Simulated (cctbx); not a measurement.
# What is wrong with this refinement?

Cell a = 8.2280 Å, b = 24.6650 Å, c = 8.8410 Å, α = 90.00°, β = 90.00°, γ = 90.00°; space group Pnma (no. 62). The compound is Ba2Ca5Sn6.

The data are simulated with cctbx, not measured: Mo Kα, λ = 0.71073 Å, to d = 0.84 Å, 95 % of the full sphere, strongest reflection 20000 counts, noise from counting, a 2 % proportional error and a noise floor of 2 counts (s.d.); no absorption, and some extinction, which the refinements don't model.

An anisotropic refinement with weights 1/σ² prints:

```text
Rint 0.032, 1625 unique reflections to 0.84 A
cycle     R1     wR2    GooF  max shift (A)
   1  0.0815  0.1826   7.486   0.00432
   2  0.0252  0.0696   2.852   0.00001
final R1 0.0252 wR2 0.0696 GooF 2.852  parameters 63  data/parameter 25.8
atom        x        y        z      Ueq    occ   su(xyz)  su(Uiso or U11)
Sn1    0.99852  0.16360  0.67358   0.0052  1.000  0.00006  0.0003
Ba1    0.46231  0.75000  0.86427   0.0258  1.000  0.00011  0.0005
Sn2    0.20675  0.75000  0.11178   0.0125  1.000  0.00010  0.0004
Sn3    0.84027  0.59970  0.02805   0.0103  1.000  0.00007  0.0003
Sn4    0.00626  0.05592  0.44406   0.0105  1.000  0.00007  0.0003
Ca1    0.33194  0.75000  0.50763   0.0101  1.000  0.00030  0.0012
Ca2    0.66918  0.52248  0.32960   0.0129  1.000  0.00021  0.0009
Ca3    0.82946  0.15024  0.18295   0.0178  1.000  0.00024  0.0010
difference map: max 3.01 min -2.92 rms 0.29
Q1    0.9988  0.1660  0.7039    8    3.02  0.27 A from Sn1
Q2    0.1745  0.2500  0.1632    4    0.65  1.38 A from Ca1
Q3    0.1380  0.2500  0.4551    4    0.64  1.15 A from Ba1
Q4    0.0601  0.7350  0.5435    8    0.63  1.20 A from Ba1
Q5    0.0255  0.7096  0.4360    8    0.58  1.51 A from Sn1
Q6    0.0787  0.7181  0.6483    8    0.58  1.24 A from Ba1
```

Q: Accept it or mend it, and why?

Mend it. The fault: elements exchanged: Ba1 is Sn and Sn1 is Ba. Against the right model at the same level, R1 goes from 0.0109 to 0.0252 and GooF from 0.96 to 2.85, U of Sn1 shrinks from 0.0128 to 0.0052 Å², U of Ba1 swells from 0.0166 to 0.0258 Å², the top difference peak, 3.0 e/Å³, lies on Sn1 and a hole of -2.9 e/Å³ opens. Ba1 has 6 electrons too many and its U swells to shed them, as expected; Sn1 has 6 electrons too few and its U shrinks to make up, as expected.

The compound is Ba2Ca5Sn6. The right model at the same level gives:

```text
Rint 0.032, 1625 unique reflections to 0.84 A
cycle     R1     wR2    GooF  max shift (A)
   1  0.0281  0.0626   2.565   0.00206
   2  0.0109  0.0234   0.960   0.00000
final R1 0.0109 wR2 0.0234 GooF 0.960  parameters 63  data/parameter 25.8
atom        x        y        z      Ueq    occ   su(xyz)  su(Uiso or U11)
Ba1    0.99851  0.16361  0.67362   0.0128  1.000  0.00002  0.0001
Sn1    0.46230  0.75000  0.86425   0.0166  1.000  0.00004  0.0002
Sn2    0.20666  0.75000  0.11180   0.0121  1.000  0.00004  0.0001
Sn3    0.84031  0.59970  0.02809   0.0100  1.000  0.00002  0.0001
Sn4    0.00625  0.05591  0.44401   0.0099  1.000  0.00002  0.0001
Ca1    0.33195  0.75000  0.50741   0.0093  1.000  0.00010  0.0004
Ca2    0.66908  0.52251  0.32954   0.0122  1.000  0.00007  0.0003
Ca3    0.82923  0.15029  0.18318   0.0171  1.000  0.00008  0.0003
difference map: max 0.48 min -0.46 rms 0.11
Q1    0.0113  0.7500  0.3247    4    0.51  2.13 A from Ba1
Q2    0.0556  0.7500  0.5429    4    0.44  1.12 A from Sn1
Q3    0.1567  0.0516  0.2388    8    0.44  1.93 A from Ca2
Q4    0.1695  0.7500  0.3415    4    0.42  1.98 A from Ca1
Q5    0.0563  0.2056  0.1898    8    0.38  1.90 A from Sn1
Q6    0.1982  0.1866  0.1156    8    0.38  1.85 A from Ca1
```

This is a model crystal, built by substitution and not relaxed, with assumed displacement parameters.

[Middle refinement cycles are left out of these outputs.]

[Logs are printed without paths, hosts, clocks, repeated set-up lines and the standing remarks that a program may print on its own settings, such as how far it seeks lower states.]
